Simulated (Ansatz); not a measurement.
**Sn wire along [111], 14 atoms a period, H-terminated: bands by functional**

What gap, if any, does the Sn wire along [111], 14 atoms a period, H-terminated have, and how does it change with the functional?

Main program and level: Ansatz 0.2.0; DFT PBE, plane waves, PAW; relaxation of a wire's period; PAW set soft_1, in the first sound run; inputs show where later runs differ.

### Step 1. The structure

The cell holds 32 atoms: 14 Sn and 18 H. Cell: a = 14.360 Å, b = 15.530 Å, c = 11.518 Å, α = 90.0°, β = 90.0°, γ = 90.0°. Vacuum lies along a and b. The structure's axis is c.

### Step 2. Relaxing the period

Band widths follow the bond lengths, so the wire is relaxed first. The atoms and the third cell vector are free; the box across stays fixed as vacuum. A Fermi-Dirac smearing is set since the result may be a metal. The pressure printed is a third of the stress's trace over the whole box, vacuum included; only the stress along the axis is relaxed.

The input, input.yaml:

```yaml
crystal:
  lattice:
    - [14.36, 0.0, 0.0]
    - [0.0, 15.53, 0.0]
    - [0.0, 0.0, 11.5181378703]
  atoms:
    - { symbol: Sn, position: [0.336272216, 0.412578325, 0.0] }
    - { symbol: Sn, position: [0.499999935, 0.674798331, 0.0] }
    - { symbol: Sn, position: [0.336272216, 0.412578325, 0.25] }
    - { symbol: Sn, position: [0.499999935, 0.674798331, 0.25] }
    - { symbol: Sn, position: [0.663727654, 0.412578325, 0.25] }
    - { symbol: H, position: [0.236768802, 0.64051194, 0.282688573] }
    - { symbol: H, position: [0.499999935, 0.218931101, 0.282688573] }
    - { symbol: H, position: [0.763231067, 0.64051194, 0.282688573] }
    - { symbol: H, position: [0.236768802, 0.359458047, 0.30064476] }
    - { symbol: H, position: [0.499999935, 0.781038887, 0.30064476] }
    - { symbol: H, position: [0.763231067, 0.359458047, 0.30064476] }
    - { symbol: Sn, position: [0.336272216, 0.587391663, 0.333333333] }
    - { symbol: Sn, position: [0.499999935, 0.325171656, 0.333333333] }
    - { symbol: Sn, position: [0.663727654, 0.587391663, 0.333333333] }
    - { symbol: Sn, position: [0.336272216, 0.587391663, 0.583333333] }
    - { symbol: Sn, position: [0.499999935, 0.325171656, 0.583333333] }
    - { symbol: Sn, position: [0.663727654, 0.587391663, 0.583333333] }
    - { symbol: H, position: [0.236768802, 0.534271385, 0.633978094] }
    - { symbol: H, position: [0.336272216, 0.693632218, 0.633978094] }
    - { symbol: H, position: [0.400496521, 0.272051379, 0.633978094] }
    - { symbol: H, position: [0.599503348, 0.272051379, 0.633978094] }
    - { symbol: H, position: [0.663727654, 0.693632218, 0.633978094] }
    - { symbol: H, position: [0.763231067, 0.534271385, 0.633978094] }
    - { symbol: Sn, position: [0.499999935, 0.499984994, 0.666666667] }
    - { symbol: Sn, position: [0.499999935, 0.499984994, 0.916666667] }
    - { symbol: H, position: [0.236768802, 0.465698603, 0.94935524] }
    - { symbol: H, position: [0.336272216, 0.30633777, 0.94935524] }
    - { symbol: H, position: [0.400496521, 0.727918609, 0.94935524] }
    - { symbol: H, position: [0.599503348, 0.727918609, 0.94935524] }
    - { symbol: H, position: [0.663727654, 0.30633777, 0.94935524] }
    - { symbol: H, position: [0.763231067, 0.465698603, 0.94935524] }
    - { symbol: Sn, position: [0.663727654, 0.412578325, 0.0] }
kpoints:
  mp_grid: { grid: [1, 1, 7] }
scf:
  occupations: { method: fermi_dirac, width: 0.05 }
hamiltonian:
  xc: pbe
  pseudopotentials: { kind: paw, azcp: { folder: soft_1 } }
relax:
  cell: { fix: [a, b, alpha, beta, gamma] }
  max_steps: 45
  f_tol: 0.03
```

Started as:

```bash
ansatz run input.yaml --threads 4 --pin off --max-ram 16384MiB --backend cpu --events-out ev --progress --plain --runs-dir out
```

Numbers of over 12 decimals in the logs are rounded to 6 here.

Output:

```text
Engine: ansatz 0.2.0, x86_64-unknown-linux-gnu
Pseudopotentials: kind: paw
Pseudopotential: Sn, paw, valence charge 14, recommended cutoff 420 eV (normal), soft_1/Sn.paw.azcp
Pseudopotential: H, paw, valence charge 1, recommended cutoff 420 eV (normal), soft_1/H.paw.azcp
Functional definition: PBE
  parameter kappa = 0.804
  parameter beta = 0.066725
  exchange = pbe_x(kappa = kappa, mu = beta*pi^2/3)
  correlation = pbe_c(beta = beta)
Crystal: 32 atoms, lattice volume = 2568.669 Å³
Basis set: ecut = 420 eV, 50243 PW (Γ), exchange–correlation on 192×216×160 points (8 copies of the dense FFT grid, shifted against one another)
Bands: 139, of which v1, the nominal top of the filled ones, is band 107 counted from 1 (106 counted from 0)
Symmetry: 4 space group operations
Space group: P2/m (ITA 10), of the structure as read, at distance tolerance 1.4e-4 Å
k-points: 4 of 7
Non-local potential: Sn, projectors of the file, l = 0: 2, l = 1: 2, l = 2: 2, l = 3: 1
Non-local potential: H, projectors of the file, l = 0: 2, l = 1: 1
PAW form: soft (Blöchl's): semilocal exchange-correlation on the pseudo side does not see the compensation charge
PAW one-centre angular grid: Sn, 590 points (default); XC on 64 Gauss nodes
PAW one-centre angular grid: H, 110 points (default); XC on 64 Gauss nodes
Initial density: superposition of atomic densities (neutral atoms: chi_scale 0, normalization atom)
Initial wavefunctions: pseudopotential atomic-orbital guess
Functional: x = pbe(κ = 0.804, μ = 0.219515), c = pbe(β = 0.066725)
SCF iter   1: F=—  HF=-84622.996282 eV  |F-HF|=—  |Δ(HF+E_count)|=         —  Δρ=2.50e-2  dr2=1.65e1  ethr=3.10e-3  ⟨swp⟩=7.8  Hψ=2710  notcnv=0  defer=17
preconditioner: auto → Resta (q_TF=auto, 1.803 Å⁻¹)  ε∞=1.6  [insulator: Δε(μ)=1.911 eV  Ē_g=8.183 eV  σ=0.050 eV  W_gap=1.00  n_scr=254 (ndim 8)  ℏωp=6.3 eV  f_vac=0.644  D(μ)=0.00/eV (n_scr^D=0)  ε∞_Penn≈1.6  vacuum switching on, ρ_ref=4.9e-3 e/Å³]
SCF iter   2: F=—  HF=-84618.725653 eV  |F-HF|=—  |Δ(HF+E_count)|=    4.27e0  Δρ=8.76e-3  dr2=2.67e0  ethr=3.10e-3  ⟨swp⟩=4.0  Hψ=819  notcnv=0  defer=103
SCF iter   3: F=—  HF=-84618.140336 eV  |F-HF|=—  |Δ(HF+E_count)|=   5.85e-1  Δρ=3.04e-3  dr2=5.63e-1  ethr=1.25e-3  ⟨swp⟩=3.8  Hψ=720  notcnv=0  defer=103
SCF iter   4: F=—  HF=-84618.028878 eV  |F-HF|=—  |Δ(HF+E_count)|=   1.11e-1  Δρ=8.53e-4  dr2=1.92e-2  ethr=2.63e-4  ⟨swp⟩=4.5  Hψ=1101  notcnv=0  defer=103
SCF iter   5: F=—  HF=-84618.032463 eV  |F-HF|=—  |Δ(HF+E_count)|=   3.59e-3  Δρ=2.76e-4  dr2=1.68e-3  ethr=8.99e-6  ⟨swp⟩=2.0  Hψ=551  notcnv=0  defer=103
SCF iter   6: F=—  HF=-84618.033661 eV  |F-HF|=—  |Δ(HF+E_count)|=   1.20e-3  Δρ=7.93e-5  dr2=5.61e-4  ethr=7.87e-7  ⟨swp⟩=2.0  Hψ=881  notcnv=0  defer=103
SCF iter   7: F=—  HF=-84618.033642 eV  |F-HF|=—  |Δ(HF+E_count)|=   1.91e-5  Δρ=2.36e-5  dr2=3.85e-5  ethr=2.62e-7  ⟨swp⟩=2.0  Hψ=861  notcnv=0  defer=103
SCF iter   8: F=—  HF=-84618.033820 eV  |F-HF|=—  |Δ(HF+E_count)|=   1.78e-4  Δρ=8.03e-6  dr2=1.97e-6  ethr=1.80e-8  ⟨swp⟩=2.0  Hψ=704  notcnv=0  defer=103
SCF iter   9: F=—  HF=-84618.033823 eV  |F-HF|=—  |Δ(HF+E_count)|=   3.58e-6  Δρ=2.36e-6  dr2=1.75e-7  ethr=9.22e-10  ⟨swp⟩=3.0  Hψ=999  notcnv=0  defer=103
SCF iter  10: F=-84618.033824 eV  HF=-84618.033824 eV  |F-HF|=2.01e-8  |Δ(HF+E_count)|=   4.59e-7  Δρ=6.97e-7  dr2=1.37e-8  ethr=4.67e-11  ⟨swp⟩=5.0  Hψ=1719  notcnv=0
SCF 1 converged in 10 iterations: F = -84618.033824 eV  dr2 = 1.37e-8
  greatest PAW one-centre occupation: 0.991 electrons in one spin orbital (limit 2), on the Sn atom at site 15 (counted from 0), in its partial waves of l = 2
relax step   1: F+E_penalty+E_count = -84618.03382382 eV  Δ(F+E_penalty+E_count) = +0.000e0 eV  max|allowed force component| = 2.141e-1 eV/Å  Δτ_max = 0.0000 Å  P = -0.380 GPa  Ω = 2568.669 Å³  fix = [a, b, alpha, beta, gamma]  reactions: a -0.419, b -0.421 GPa; alpha -0.000 GPa/rad  (10 SCF iters, dr2 threshold 1.00e-7 eV, accepted)
Crystal: 32 atoms, lattice volume = 2549.240 Å³
Basis set: ecut = 420 eV, 49791 PW (Γ), exchange–correlation on 192×216×160 points (8 copies of the dense FFT grid, shifted against one another)
Initial density: handed on by an earlier stage of this run
Initial wavefunctions: those handed on with the density
iter 1 solved again at ethr=3.84e-4 eV; its pass at ethr=3.10e-3 eV (dr2=8.22e-1 eV) is discarded
SCF iter   1: F=—  HF=-84617.748166 eV  |F-HF|=—  |Δ(HF+E_count)|=         —  Δρ=6.85e-3  dr2=8.19e-1  ethr=3.84e-4  ⟨swp⟩=5.5  Hψ=3104  notcnv=0
preconditioner: auto → Resta (q_TF=auto, 1.805 Å⁻¹)  ε∞=1.6  [insulator: Δε(μ)=2.576 eV  Ē_g=8.172 eV  σ=0.050 eV  W_gap=1.00  n_scr=254 (ndim 8)  ℏωp=6.3 eV  f_vac=0.706  D(μ)=0.00/eV (n_scr^D=0)  ε∞_Penn≈1.6  vacuum switching on, ρ_ref=4.8e-3 e/Å³]
SCF iter   2: F=—  HF=-84617.647955 eV  |F-HF|=—  |Δ(HF+E_count)|=   1.00e-1  Δρ=3.23e-3  dr2=1.63e-1  ethr=3.83e-4  ⟨swp⟩=4.0  Hψ=820  notcnv=0
SCF iter   3: F=—  HF=-84617.647866 eV  |F-HF|=—  |Δ(HF+E_count)|=   8.90e-5  Δρ=7.97e-4  dr2=3.86e-2  ethr=7.62e-5  ⟨swp⟩=4.5  Hψ=1160  notcnv=0  defer=25
SCF iter   4: F=—  HF=-84617.640500 eV  |F-HF|=—  |Δ(HF+E_count)|=   7.37e-3  Δρ=1.49e-4  dr2=9.23e-4  ethr=1.80e-5  ⟨swp⟩=3.0  Hψ=1083  notcnv=0  defer=31
SCF iter   5: F=—  HF=-84617.640742 eV  |F-HF|=—  |Δ(HF+E_count)|=   2.42e-4  Δρ=4.67e-5  dr2=6.02e-5  ethr=4.31e-7  ⟨swp⟩=2.0  Hψ=700  notcnv=0  defer=31
SCF iter   6: F=—  HF=-84617.640794 eV  |F-HF|=—  |Δ(HF+E_count)|=   5.20e-5  Δρ=1.22e-5  dr2=1.28e-5  ethr=2.81e-8  ⟨swp⟩=2.0  Hψ=629  notcnv=0  defer=31
SCF iter   7: F=-84617.640794 eV  HF=-84617.640794 eV  |F-HF|=2.66e-7  |Δ(HF+E_count)|=   1.93e-7  Δρ=4.68e-6  dr2=1.34e-6  ethr=1.34e-9  ⟨swp⟩=5.5  Hψ=1950  notcnv=0
SCF 2 converged in 7 iterations: F = -84617.640794 eV  dr2 = 1.34e-6
  greatest PAW one-centre occupation: 0.990 electrons in one spin orbital (limit 2), on the Sn atom at site 15 (counted from 0), in its partial waves of l = 2
relax step   2: F+E_penalty+E_count = -84617.64079390 eV  Δ(F+E_penalty+E_count) = +3.930e-1 eV  max|allowed force component| = 9.396e-1 eV/Å  Δτ_max = 0.1943 Å  P = +0.550 GPa  Ω = 2549.240 Å³  energy of the carried Pulay correction = +1.441e-3 eV  fix = [a, b, alpha, beta, gamma]  (7 SCF iters, dr2 threshold 2.87e-6 eV, rejected (line search))
Crystal: 32 atoms, lattice volume = 2565.278 Å³
Basis set: ecut = 420 eV, 50183 PW (Γ), exchange–correlation on 192×216×160 points (8 copies of the dense FFT grid, shifted against one another)
iter 1 solved again at ethr=1.98e-4 eV; its pass at ethr=3.10e-3 eV (dr2=4.24e-1 eV) is discarded
[...]
Initial wavefunctions: pseudopotential atomic-orbital guess (no wavefunctions were taken with the density)
iter 1 solved again at ethr=7.01e-7 eV; its pass at ethr=3.10e-3 eV (dr2=1.50e-3 eV) is discarded
SCF iter   1: F=—  HF=-84618.198643 eV  |F-HF|=—  |Δ(HF+E_count)|=         —  Δρ=1.03e-6  dr2=2.72e-8  ethr=7.01e-7  ⟨swp⟩=5.8  Hψ=4469  notcnv=0  defer=1
eigensolver tolerance schedule: the retry pair's looser diagonalisation over-reported the residual by 55095.01 of it (diagonalisation noise at an unbounded share of the residual, at the tolerance the schedule requests for it); recorded, not acted on — ethr = c·dr2/N_el stays at c = 1.0e-1
preconditioner: auto → Resta (q_TF=auto, 1.803 Å⁻¹)  ε∞=1.6  [insulator: Δε(μ)=2.266 eV  Ē_g=7.939 eV  σ=0.050 eV  W_gap=1.00  n_scr=254 (ndim 8)  ℏωp=6.3 eV  f_vac=0.694  D(μ)=0.00/eV (n_scr^D=0)  ε∞_Penn≈1.6  vacuum switching on, ρ_ref=4.6e-3 e/Å³]
SCF iter   2: F=—  HF=-84618.198824 eV  |F-HF|=—  |Δ(HF+E_count)|=   1.81e-4  Δρ=7.47e-7  dr2=2.36e-8  ethr=1.27e-11  ⟨swp⟩=4.8  Hψ=1853  notcnv=0  defer=1
SCF iter   3: F=—  HF=-84618.198824 eV  |F-HF|=—  |Δ(HF+E_count)|=   6.58e-9  Δρ=4.69e-7  dr2=4.94e-9  ethr=1.10e-11  ⟨swp⟩=3.0  Hψ=960  notcnv=0  defer=1
SCF iter   4: F=—  HF=-84618.198824 eV  |F-HF|=—  |Δ(HF+E_count)|=  2.04e-10  Δρ=2.72e-7  dr2=1.40e-9  ethr=2.31e-12  ⟨swp⟩=2.8  Hψ=961  notcnv=0  defer=1
SCF iter   5: F=-84618.198824 eV  HF=-84618.198824 eV  |F-HF|=1.46e-10  |Δ(HF+E_count)|=  7.28e-10  Δρ=3.36e-8  dr2=6.75e-11  ethr=1.00e-12  ⟨swp⟩=4.0  Hψ=2460  notcnv=0
SCF 6 converged in 5 iterations: F = -84618.198824 eV  dr2 = 6.75e-11
relax step   6: F+E_penalty+E_count = -84618.19882442 eV  Δ(F+E_penalty+E_count) = +1.088e-4 eV  max|allowed force component| = 3.119e-3 eV/Å  Δτ_max = 0.0000 Å  P = -0.003 GPa  Ω = 2567.230 Å³  fix = [a, b, alpha, beta, gamma]  reactions: a -0.002, b -0.005 GPa; alpha +0.000 GPa/rad  stress off target by 1.84e-3 GPa on what of the cell is left free  SCF on the basis re-selected at this cell (its energy is not comparable with the rows above)  (5 SCF iters)
basis re-selected at this cell: Δ(F+E_penalty+E_count) = +1.088e-4 eV, ΔP = +0.000 GPa vs the last step (what re-selecting the basis moved, of the pressure what is left beyond the Pulay correction that the steps carried, after the strain that the cell walked since its last selection, with what the two solves' SCF thresholds leave and, on support functions, any second-order correction that the steps lacked; it is no m [...]
SCF converged after 5 iterations
Free energy (F): -84618.198824 eV
Harris-Foulkes:  -84618.198824 eV  (|F-HF|=1.46e-10)
Internal energy: -84618.198824 eV  (E = F + TS)
E sigma→0 (E₀):  -84618.198824 eV
Fermi energy:    -1.917304 eV
--- Per-component energies (eV) ---
  E_band       = -3761.936166
  E_kinetic    = 2577.019086
  E_local      = -69370.052384  (includes V_loc(G=0)·N_el)
  E_nonlocal   = 2039.079599
  E_hartree    = 33432.684894
  E_xc         = -1902.588878
  E_vxc        = -1304.801133  (∫ρ·V_xc dr)
  E_paw        = -61198.024045  (= ΣΔE_a)
  E_vpaw       = -4568.537319  (= ΣTr[D̂ρ^β])
  E_aug_tail   = -0.011795  (compensation charges beyond the density's cutoff)
  E_ewald      = 9803.694698
  E_smearing   = -0.000000  (= −TS)
  E_closure    = -0.000000  (closes the sum)
  Σ components = -84618.198824   (vs F -84618.198824, Δ=0.00e0)
--- Forces (eV/Å), atoms counted from 1 ---
  atom   1  Sn    -0.00106504    -0.00053218    -0.00002582
  atom   2  Sn     0.00000000     0.00125087    -0.00002634
  atom   3  Sn     0.00076135     0.00034906    -0.00103270
  atom   4  Sn    -0.00000000    -0.00131216    -0.00081263
  atom   5  Sn    -0.00076135     0.00034906    -0.00103270
  atom   6  H      0.00158074    -0.00112570     0.00306658
  atom   7  H      0.00000000     0.00211791     0.00311933
  atom   8  H     -0.00158074    -0.00112570     0.00306658
  atom   9  H      0.00158074     0.00112570    -0.00306658
  atom  10  H     -0.00000000    -0.00211791    -0.00311933
  atom  11  H     -0.00158074     0.00112570    -0.00306658
  atom  12  Sn     0.00076135    -0.00034906     0.00103270
  atom  13  Sn     0.00000000     0.00131216     0.00081263
  atom  14  Sn    -0.00076135    -0.00034906     0.00103270
  atom  15  Sn    -0.00106504     0.00053218     0.00002582
  atom  16  Sn    -0.00000000    -0.00125087     0.00002634
  atom  17  Sn     0.00106504     0.00053218     0.00002582
  atom  18  H      0.00194139    -0.00039564    -0.00125455
  atom  19  H      0.00135896    -0.00138068    -0.00114006
  atom  20  H      0.00065111     0.00178889    -0.00106006
  atom  21  H     -0.00065111     0.00178889    -0.00106006
  atom  22  H     -0.00135896    -0.00138068    -0.00114006
  atom  23  H     -0.00194139    -0.00039564    -0.00125455
  atom  24  Sn     0.00000000     0.00009418    -0.00182048
  atom  25  Sn    -0.00000000    -0.00009418     0.00182048
  atom  26  H      0.00194139     0.00039564     0.00125455
  atom  27  H      0.00135896     0.00138068     0.00114006
  atom  28  H      0.00065111    -0.00178889     0.00106006
  atom  29  H     -0.00065111    -0.00178889     0.00106006
  atom  30  H     -0.00135896     0.00138068     0.00114006
  atom  31  H     -0.00194139     0.00039564     0.00125455
  atom  32  Sn     0.00106504    -0.00053218    -0.00002582
  max |Σ_I F_I| component: 2.03e-18 eV/Å
--- Stress (GPa, compression-positive) ---
       -0.001824      -0.000000       0.000000
       -0.000000      -0.004560      -0.000040
        0.000000      -0.000040      -0.001844
  P = ⅓ Tr σ = -0.0027 GPa (-0.027 kbar)
--- Relaxed structure (5 steps of the walk, 3 accepted, 1 SCFs on fresh bases) ---
  F+E_penalty+E_count = -84618.19882442 eV   max|allowed force component| = 3.119e-3 eV/Å   (the final SCF, on the basis selected at the relaxed cell)
  cell:  # Å, volume = 2567.2299 Å³
    - [14.36, 0, 0]
    - [0, 15.53, 0]
    - [0, 0, 11.511684]
  atoms:
    - { symbol: Sn, position: [0.340150, 0.414642, 0.00263939] }
    - { symbol: Sn, position: [0.5, 0.670686, 0.00261496] }
    - { symbol: Sn, position: [0.340064, 0.414582, 0.248725] }
    - { symbol: Sn, position: [0.5, 0.670823, 0.248699] }
    - { symbol: Sn, position: [0.659936, 0.414582, 0.248725] }
    - { symbol: H, position: [0.241179, 0.638136, 0.284237] }
    - { symbol: H, position: [0.5, 0.223591, 0.284236] }
    - { symbol: H, position: [0.758821, 0.638136, 0.284237] }
    - { symbol: H, position: [0.241179, 0.361834, 0.299096] }
    - { symbol: H, position: [0.5, 0.776379, 0.299097] }
    - { symbol: H, position: [0.758821, 0.361834, 0.299096] }
    - { symbol: Sn, position: [0.340064, 0.585388, 0.334609] }
    - { symbol: Sn, position: [0.5, 0.329147, 0.334634] }
    - { symbol: Sn, position: [0.659936, 0.585388, 0.334609] }
    - { symbol: Sn, position: [0.340150, 0.585328, 0.580694] }
    - { symbol: Sn, position: [0.5, 0.329284, 0.580718] }
    - { symbol: Sn, position: [0.659850, 0.585328, 0.580694] }
    - { symbol: H, position: [0.240545, 0.535193, 0.632046] }
    - { symbol: H, position: [0.337324, 0.690155, 0.632068] }
    - { symbol: H, position: [0.403232, 0.274611, 0.632089] }
    - { symbol: H, position: [0.596768, 0.274611, 0.632089] }
    - { symbol: H, position: [0.662676, 0.690155, 0.632068] }
    - { symbol: H, position: [0.759455, 0.535193, 0.632046] }
    - { symbol: Sn, position: [0.5, 0.499976, 0.667653] }
    - { symbol: Sn, position: [0.5, 0.499994, 0.915680] }
    - { symbol: H, position: [0.240545, 0.464777, 0.951288] }
    - { symbol: H, position: [0.337324, 0.309815, 0.951266] }
    - { symbol: H, position: [0.403232, 0.725359, 0.951245] }
    - { symbol: H, position: [0.596768, 0.725359, 0.951245] }
    - { symbol: H, position: [0.662676, 0.309815, 0.951266] }
    - { symbol: H, position: [0.759455, 0.464777, 0.951288] }
    - { symbol: Sn, position: [0.659850, 0.414642, 0.00263939] }
```

Elapsed: 95 s, on 4 threads of Intel Xeon Platinum 8488C (Sapphire Rapids), shared host; peak memory 5.9 GiB.

The steps of the relaxation:

```tsv
step	energy less that of the first step (eV)	largest force component (eV/Å)	pressure (GPa)	volume (Å³)
1	0.0000	0.2141	-0.38	2568.67
2	0.3930	0.9396	0.55	2549.24
3	-0.1600	0.0611	-0.04	2565.28
4	-0.1566	0.0831	0.02	2571.82
5	-0.1651	0.0031	0.00	2567.23
6*	-0.1650	0.0031	0.00	2567.23
```

Relaxation steps marked * repeat the geometry before them on a plane-wave basis chosen anew for their cell, so energy and pressure can jump there. Relaxation steps 2, 4 were tried and not accepted.

The run keeps the 4 symmetry operations that it works with, so distortions that break them were not tested.

```tsv
cell as run	before	after	change
c (Å)	11.518	11.512	-0.1 %
```

The atoms that moved most (Å, along periodic axes as changes of fractional coordinates times the final cell, across vacuum about the mean position):

```tsv
atom	dx	dy	dz	length
H9	0.063	0.037	-0.018	0.075
H6	0.063	-0.037	0.018	0.075
H11	-0.063	0.037	-0.018	0.075
H8	-0.063	-0.037	0.018	0.075
H10	0.000	-0.072	-0.018	0.075
H7	0.000	0.072	0.018	0.075
Sn32	-0.056	0.032	0.030	0.071
Sn17	-0.056	-0.032	-0.030	0.071
```

This step gave:

* cell length along the wire: 11.51 Å

The cell's length comes to 11.512 Å with spin left out.

(Continued in part 2 of 2.)

[Logs are printed without paths, hosts, clocks, repeated set-up lines and the standing remarks that a program may print on its own settings, such as how far it seeks lower states.]

[Hosts, paths, dates, database ids (printed as entryN), source tags and the programs' standing remarks are cut or masked in the printed files.]
